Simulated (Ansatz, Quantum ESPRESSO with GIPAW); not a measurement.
# 1H and 19F NMR of NaHF2, calculated

Wanted: NMR shieldings and quadrupolar couplings for each site of NaHF2.

Method: DFT, PBEsol, plane-wave PAW (pslibrary 1.0.0 recipes), scalar-relativistic, GIPAW; a patched development version of the program, in Quantum ESPRESSO with GIPAW 8.0dev (patched build).

## (1) The structure

It takes space group C2 (No. 5, monoclinic). The conventional cell has a = 5.068 Å, b = 5.723 Å, c = 3.244 Å, α = 90.00°, β = 99.16°, γ = 90.00°. Nearest to Na lie 6 F at 2.30 to 2.52 Å. Nearest to F lie 1 H at 1.14 Å and 3 Na at 2.30 to 2.52 Å. Nearest to H lie 2 F at 1.14 Å. Farther neighbours and most contacts between anions are not listed.

The cell is a computed entry of the Materials Project; it need not be the form that is stable at ambient conditions.

This structure had its atoms relaxed beforehand (DFT, PBEsol, plane-wave PAW (pslibrary 1.0.0 recipes), Quantum ESPRESSO with GIPAW), starting from the database entry, since shieldings follow bond lengths closely.

## (2) The SCF step

GIPAW is a response on top of the ground state, so the wavefunctions come first. Their errors pass straight into the induced current, hence the tight threshold. No empty states are asked for: the response is solved without them. The mesh has a spacing of 0.34 Å⁻¹ at most. The PAW files were made with ld1.x from the pslibrary 1.0.0 recipes, with GIPAW reconstruction switched on (the recipe of F slightly mended, as the packaged one fails to give a sound file).

Input file scf.in:

```
&control
  calculation = 'scf'
  prefix = 'x'
  outdir = './tmp/'
  pseudo_dir = './'
/
&system
  ibrav = 0
  nat = 4
  ntyp = 3
  ecutwfc = 75
  ecutrho = 450
  nbnd = 12
/
&electrons
  conv_thr = 1.0d-10
  mixing_beta = 0.7
  electron_maxstep = 100
/
ATOMIC_SPECIES
  Na 22.990 Na.pbesol-spn-kjpaw_psl.1.0.0-gipaw.UPF
  F 18.998 F.pbesol-n-kjpaw_psl.1.0.0-gipaw.UPF
  H 1.008 H.pbesol-kjpaw_psl.1.0.0-gipaw.UPF
CELL_PARAMETERS angstrom
  2.53409000 -2.86167400 0.00000000
  2.53409000 2.86167400 0.00000000
  -0.51649300 0.00000000 3.20284200
ATOMIC_POSITIONS crystal
  Na 0.26708609 0.73291391 0.50000000
  F 0.71098810 0.87519822 0.09611357
  F 0.12480178 0.28901190 0.90388643
  H 0.90122603 0.09877397 0.00000000
K_POINTS automatic
  5 5 6 0 0 0
```

Command:

```
> mpirun -np 4 pw.x -nk 4 -in scf.in > scf.out
```

What it wrote:

```text
using ibrav=0 with symmetry is DISCOURAGED, use correct ibrav instead

     bravais-lattice index     =            0
     lattice parameter (alat)  =       7.2233  a.u.
     unit-cell volume          =     313.4760 (a.u.)^3
     number of atoms/cell      =            4
     number of atomic types    =            3
     number of electrons       =        24.00
     number of Kohn-Sham states=           12
     kinetic-energy cutoff     =      75.0000  Ry
     charge density cutoff     =     450.0000  Ry
     scf convergence threshold =      1.0E-10
     mixing beta               =       0.7000
     number of iterations used =            8  plain     mixing
     Exchange-correlation= SLA-PW-PSX-PSC
                           (   1   4  10   8   0   0   0)
[...]
Na                9.00    22.99000     Na( 1.00)
     F                 7.00    18.99800     F ( 1.00)
     H                 1.00     1.00800     H ( 1.00)

      2 Sym. Ops. (no inversion) found
[...]
number of k points=    48
[...]
Dense  grid:    50541 G-vectors     FFT dimensions: (  50,  50,  45)

     Smooth grid:    27507 G-vectors     FFT dimensions: (  40,  40,  36)

     Initial potential from superposition of free atoms

     starting charge      23.9936, renormalised to      24.0000
     Starting wfcs are   14 randomized atomic wfcs

     Self-consistent Calculation

     iteration #  1     ecut=    75.00 Ry     beta= 0.70
     Davidson diagonalization with overlap
     ethr =  1.00E-02,  avg # of iterations =  2.0

     total energy              =    -227.31879187 Ry
     estimated scf accuracy    <       0.31881583 Ry

     iteration #  2     ecut=    75.00 Ry     beta= 0.70
     Davidson diagonalization with overlap
     ethr =  1.33E-03,  avg # of iterations =  3.1

     total energy              =    -227.43349040 Ry
     estimated scf accuracy    <       0.26849742 Ry

     iteration #  3     ecut=    75.00 Ry     beta= 0.70
     Davidson diagonalization with overlap
     ethr =  1.12E-03,  avg # of iterations =  2.0

     total energy              =    -227.47780453 Ry
     estimated scf accuracy    <       0.00329343 Ry

[...]
total energy              =    -227.48067855 Ry
[...]
iteration # 11     ecut=    75.00 Ry     beta= 0.70
     Davidson diagonalization with overlap
     ethr =  3.59E-12,  avg # of iterations =  3.5

     total energy              =    -227.48067855 Ry
     estimated scf accuracy    <          6.6E-10 Ry

     iteration # 12     ecut=    75.00 Ry     beta= 0.70
     Davidson diagonalization with overlap
     ethr =  2.77E-12,  avg # of iterations =  2.0

     End of self-consistent calculation
     [one-electron energies left out]

!    total energy              =    -227.48067855 Ry
     total all-electron energy =      -723.969764 Ry
     estimated scf accuracy    <          1.7E-12 Ry

     The total energy is the sum of the following terms:
     one-electron contribution =    -128.58996146 Ry
     hartree contribution      =      75.52155783 Ry
     xc contribution           =     -34.09363751 Ry
     ewald contribution        =    -104.63430175 Ry
     one-center paw contrib.   =     -35.68433565 Ry

     convergence has been achieved in  12 iterations
[...]
JOB DONE.
```

The job ended after 9.3 s (4 MPI ranks of Intel Xeon Platinum 8559C (Emerald Rapids), shared host; peak memory 0.38 GiB).

It converged in 12 cycles to an estimated accuracy of 2e-12 Ry, on 48 irreducible k-points.

## (3) GIPAW: job nmr

A uniform field breaks periodicity, so gipaw.x applies it as a wave of small q and takes the limit. It solves for the first-order states, builds the induced current and gets the field at each nucleus by Biot–Savart; the PAW spheres add what the smooth waves miss near the nuclei. pawproj makes the reconstruction use the PAW data sets' own projectors.

Input file nmr.in:

```
&inputgipaw
  job = 'nmr'
  prefix = 'x'
  tmp_dir = './tmp/'
  restart_mode = 'from_scratch'
  verbosity = 'low'
  q_gipaw = 0.01
  spline_ps = .true.
  conv_threshold = 1.0d-14
  use_nmr_macroscopic_shape = .false.
  pawproj(1) = .true.
  pawproj(2) = .true.
  pawproj(3) = .true.
/
```

Command:

```
> mpirun -np 4 gipaw.x -in nmr.in > nmr.out
```

What it wrote:

```text
[banner, memory and clock lines left out]
[a note of our patched build left out]

     Parallelizing q-star over 1 images

     IMPORTANT: XC functional enforced from input :
     Exchange-correlation= PBESOL
                           (   1   4  10   8   0   0   0)
     Any further DFT definition will be discarded
     Please, verify this is what you really want

[...]
projs nearly linearly dependent: l=0  n1,n2= 1, 2  s=  0.99970544
[...]
alpha_pv=     94.1846 eV

     spline_ps is .false., expect some extrapolation errors

     q-space interpolation up to    90.00 Rydberg

     GIPAW job: nmr
     NMR macroscopic correction: no
[...]
Computing the magnetic susceptibility     isolve=0    ethr=  0.1000E-13
     Starting from scratch
     k-point #    1 of    48      pool #  1    cpu time:       0.9
[...]
End of magnetic susceptibility calculation

     f-sum rule (1st term):
           -18.6674          0.0000          0.0120
             0.0000        -18.6267          0.0000
             0.0120          0.0000        -18.6294

     f-sum rule (2nd term):
            -1.0874          0.0000         -0.0120
             0.0000         -1.1281          0.0000
            -0.0120         -0.0000         -1.1254

     f-sum rule (should be   -19.7528):
           -19.7548          0.0000          0.0000
             0.0000        -19.7548          0.0000
             0.0000         -0.0000        -19.7548

[... susceptibilities left out ...]
     Contributions to the NMR chemical shifts: -------------------------------

     Macroscopic shape contribution in ppm:                    0.00
             0.0000          0.0000          0.0000
             0.0000          0.0000          0.0000
             0.0000          0.0000          0.0000

     Core contribution in ppm:

     Atom  1  Na  pos: (  0.595395  0.348746  0.418956)  core sigma:         376.66
     Atom  2  F   pos: (  1.038586  0.122937  0.080535)  core sigma:         305.83
     Atom  3  F   pos: (  0.152205  0.122937  0.757378)  core sigma:         305.83
     Atom  4  H   pos: (  0.662957 -0.600762  0.000000)  core sigma:           0.00

     Bare contribution in ppm:

     Atom  1  Na  pos: (  0.595395  0.348746  0.418956)  bare sigma:         127.46
[...]
Atom  2  F   pos: (  1.038586  0.122937  0.080535)  bare sigma:         100.27
[...]
Atom  3  F   pos: (  0.152205  0.122937  0.757378)  bare sigma:         100.27
[...]
Atom  4  H   pos: (  0.662957 -0.600762  0.000000)  bare sigma:           6.58
[...]
Diamagnetic contribution in ppm:

     Atom  1  Na  pos: (  0.595395  0.348746  0.418956)  dia sigma:         108.22
[...]
Atom  2  F   pos: (  1.038586  0.122937  0.080535)  dia sigma:          43.21
[...]
Atom  3  F   pos: (  0.152205  0.122937  0.757378)  dia sigma:          43.21
[...]
Atom  4  H   pos: (  0.662957 -0.600762  0.000000)  dia sigma:           0.71
[...]
Paramagnetic contribution in ppm:

     Atom  1  Na  pos: (  0.595395  0.348746  0.418956)  para sigma:         610.13
[...]
Atom  2  F   pos: (  1.038586  0.122937  0.080535)  para sigma:         200.91
[...]
Atom  3  F   pos: (  0.152205  0.122937  0.757378)  para sigma:         200.91
[...]
Atom  4  H   pos: (  0.662957 -0.600762  0.000000)  para sigma:           0.00
[...]
Paramagnetic US occ-occ contribution in ppm:

     Atom  1  Na  pos: (  0.595395  0.348746  0.418956)  para_oo sigma:          -2.30
[...]
Atom  2  F   pos: (  1.038586  0.122937  0.080535)  para_oo sigma:          -1.40
[...]
Atom  3  F   pos: (  0.152205  0.122937  0.757378)  para_oo sigma:          -1.40
[...]
Atom  4  H   pos: (  0.662957 -0.600762  0.000000)  para_oo sigma:           0.00
[...]
Paramagnetic US L_R Q_R contribution in ppm:

     Atom  1  Na  pos: (  0.595395  0.348746  0.418956)  para_lq sigma:        -660.99
[...]
Atom  2  F   pos: (  1.038586  0.122937  0.080535)  para_lq sigma:        -308.03
[...]
Atom  3  F   pos: (  0.152205  0.122937  0.757378)  para_lq sigma:        -308.03
[...]
Atom  4  H   pos: (  0.662957 -0.600762  0.000000)  para_lq sigma:           0.00
[...]
Total NMR chemical shifts in ppm: ---------------------------------------
     (adopting the Simpson convention for anisotropy and asymmetry)-----------

     Atom  1  Na  pos: (  0.595395  0.348746  0.418956)  Total sigma:         559.17
           558.9326          0.0000         -2.4646
            -0.0000        553.0498          0.0000
            -1.5560         -0.0000        565.5304

     Na      1    anisotropy:     10.39    eta:    0.7682
[...]
Atom  2  F   pos: (  1.038586  0.122937  0.080535)  Total sigma:         340.79
           410.8489         -2.4120        -31.0177
             3.0588        305.4240         -2.6560
           -30.4436         -1.0735        306.0964

     F       2    anisotropy:    117.62    eta:    0.1072
[...]
Atom  3  F   pos: (  0.152205  0.122937  0.757378)  Total sigma:         340.79
[... its tensor is left out ...]
     Atom  4  H   pos: (  0.662957 -0.600762  0.000000)  Total sigma:           7.29
            34.9836          0.0000        -12.0158
             0.0000         -8.3505         -0.0000
           -12.0716         -0.0000         -4.7647

     H       4    anisotropy:     46.59    eta:    0.0071
[...]
```

The job ended after 2.5 min (4 MPI ranks; peak memory 0.31 GiB; 10 min of CPU time).

The f-sum rule is met to 0.0020 of 19.8 (0.01 %). Converged shieldings require that this miss be small, but a small miss does not prove them.

From the symmetric part of each tensor, with principal values σ11 ≤ σ22 ≤ σ33: σ_iso is their mean, the span is σ33 − σ11 and the skew 3(σ_iso − σ22)/span. (gipaw.x prints an anisotropy in another convention.)

| site | atom no. | atoms in cell | σ_iso (ppm) | span (ppm) | skew |
| --- | --- | --- | --- | --- | --- |
| Na | 1 | 1 | 559.2 | 13.0 | 0.18 |
| F | 2 | 2 | 340.8 | 121.8 | 0.86 |
| H | 4 | 1 | 7.29 | 46.70 | 0.99 |

The macroscopic shape term is switched off. For a spherical sample the valence susceptibility of this run would add about 6 ppm to every site, a rough estimate, since the susceptibility converges slowly and lacks part of the PAW terms. Differences within the crystal don't depend on it, but shieldings of different compounds can't be compared to better than a few ppm without it.

In this run the largest span is that of F (site symmetry 1), with principal values 297.4, 305.8 and 419.2 ppm. On F the most shielded direction lies 4° off its short bond to H: a field along the bond can't mix the bonding orbital with those across it, so the paramagnetic term is smallest there.

## (4) Quadrupolar couplings

2H and 23Na have a quadrupole moment, which couples to the field gradient and broadens the lines. The gradient is a property of the ground-state density and needs no response; it is taken from a second code that counts the whole PAW charge. C_Q = eQV_zz/h, with Q = 0.00285783 barn for 2H, 0.104 barn for 23Na.

This step: DFT, PBEsol, plane-wave PAW, default files (PAW set soft_2), scalar-relativistic, field gradients (Ansatz 0.2.0), on the same atoms.

Input file input.yaml:

```yaml
crystal:
  lattice:
    - [2.53409, -2.861674, 0.0]
    - [2.53409, 2.861674, 0.0]
    - [-0.516493, 0.0, 3.202842]
  atoms:
    - { symbol: Na, position: [0.2670860876, 0.7329139124, 0.5] }
    - { symbol: F, position: [0.7109881032, 0.875198217, 0.0961135652] }
    - { symbol: F, position: [0.124801783, 0.2890118968, 0.9038864348] }
    - { symbol: H, position: [0.9012260261, 0.0987739739, 0.0] }
kpoints:
  mp_grid: { grid: [5, 5, 6] }
scf:
  occupations: { method: fixed }
hamiltonian:
  xc: pbesol
output:
  forces: false
  stress: false
  efg: { quadrupole_moments_barn: { Na: 0.104, H: 0.00285783 } }
```

Command:

```
> ansatz run input.yaml --threads 4 --pin off --max-ram 8192MiB --backend cpu --events-out ev --progress --plain --runs-dir out
```

What it wrote:

```text
[... set-up, SCF cycles and energies left out ...]
--- PAW observables at the nuclei: V_zz in 10²¹ V/m², potentials from the cell's mean, atoms counted from 1 ---
  atom   1  Na V_zz =    +0.516605   η = 0.0250   by run symmetry: allowed   C_q = +1.2991 MHz
  atom   2  F  V_zz =   +10.251802   η = 0.1956   by run symmetry: allowed
  atom   3  F  V_zz =   +10.251802   η = 0.1956   by run symmetry: allowed
  atom   4  H  V_zz =    +0.884480   η = 0.0352   by run symmetry: allowed   C_q = +0.0611 MHz
[the lines on potentials at the nuclei are left out]
```

Run time: 0.55 s. Hardware: 4 threads; peak memory 0.38 GiB; 1.6 s of CPU time.

The same from gipaw.x, job efg (1.6 s), which warns that it leaves out the neighbours' augmentation charge. V_zz in 10²¹ V/m²:

| site | Ansatz | gipaw.x | η_Q, first | η_Q, second |
| --- | --- | --- | --- | --- |
| Na | 0.517 | 0.412 | 0.02 | 0.84 |
| F | 10.252 | 10.494 | 0.20 | 0.24 |
| H | 0.884 | 4.321 | 0.04 | 0.02 |

Among gradients over 0.05 the ratio is farthest from one on H, by 389 %; the first column is used below.

Among nuclei of half-integer spin the second-order effect is largest for 23Na on Na (spin 3/2, C_Q 1.30 MHz): at 9.4 T it moves the centre of gravity of the MAS line by -3.8 ppm from δ_iso, and by a quarter of that at twice the field, by δ_Q = −(3/40)(C_Q/ν0)²(1 + η²/3)[I(I+1) − 3/4]/[I²(2I−1)²] × 10⁶ ppm with ν0 = 105.9 MHz.

## (5) From shieldings to shifts

Spectra are read against a reference compound, and shifts rise as shieldings fall. A slope other than one corrects for the functional's tendency to overstate or understate differences of shielding. For ¹H and ⁷Li, with little paramagnetic shielding, slope and scatter come mostly from geometry, vibration and the shape term.

Shifts follow from reference lines fitted to measured solids with this functional and these files. 1H: δ = (29.71 − σ) / 1.204, zero at TMS, fitted to 11 measured values, from Ca(BH4)2, Ca(OH)2, CsH2PO4, LiBH4, LiH, MgH2, NaH, NaOH and NH4H2PO4, with a scatter of 0.61 ppm r.m.s., with σ taken with the shape term of a sphere (6.2 ppm here). Kinds of site that fitted badly were split off after the misses were seen, so the scatter is that of the points kept.

Covalently bonded atoms count as neighbours within 1.18 times the sum of their radii. Otherwise a cation's neighbours lie within 1.2 times its shortest bond (1.3 for large cations, each anion's radius taken off where they differ), and an anion's are the cations that count it.

| site | atom no. | atoms in cell | surroundings | bonds (Å) | δ_iso (ppm) | C_Q (MHz) | η_Q |
| --- | --- | --- | --- | --- | --- | --- | --- |
| Na | 1 | 1 | NaF6 | 2.30 to 2.52 | - | 1.30 | 0.02 |
| F | 2 | 2 | bound to H and 3 Na | 1.14 to 2.52 | - | - | - |
| H | 4 | 1 | centred between two F | 1.145 | 13.50 | 0.061 | 0.04 |

Simulated spectrum, 1H MAS at 62.5 kHz, 7.05 T (300.2 MHz), lines broadened by 0.5 ppm; rigid lattice, with dipolar and J couplings left out: a single narrow line at 13.50 ppm.

Simulated spectrum: 19F MAS at 62.5 kHz, 9.4 T (376.7 MHz), lines broadened by 2 ppm; the axis counts ppm from the isotropic position of F, as −Δσ; rigid lattice, with dipolar and J couplings left out. Its lines over 1.5 % of the strongest:

| offset (ppm) | area |
| --- | --- |
| 165.9 | 0.02 |
| 0.0 | 1.00 |

Spinning sidebands lie 165.9 ppm apart.

## (6) Results

- 1H shift: 13.50 ppm
- 2H size of C_Q: 0.061 MHz
- 19F shielding without shape term: 340.8 ppm
- 23Na shielding without shape term: 559.2 ppm
- 23Na size of C_Q: 1.30 MHz

**Reading.** 1H has one site (centred between two F), with isotropic shift 13.50 ppm. No sound run at another cutoff or mesh is at hand, so convergence rests on the f-sum rule and on experience with these files. Hydrogen's values are less sure: spans of ¹H carry errors of some ppm on PAW files, the bulk susceptibility matters on its narrow scale, and it is treated as a fixed classical nucleus at 0 K. This build of gipaw.x prints that it is not audited and that its numbers are no references by themselves. It also reports spline_ps as false although the input sets it; why was not traced.

[Banner, clock, file and message-heading lines were taken out of the pw.x and gipaw.x logs.]

[Logs are printed without paths, hosts, clocks, repeated set-up lines and the standing remarks that a program may print on its own settings, such as how far it seeks lower states.]

[Hosts, paths, dates, database ids (printed as entryN), source tags and the programs' standing remarks are cut or masked in the printed files.]

[Where no reference line passes its bar on scatter, no shift is given, so a measured shift of this compound may stand uncompared.]
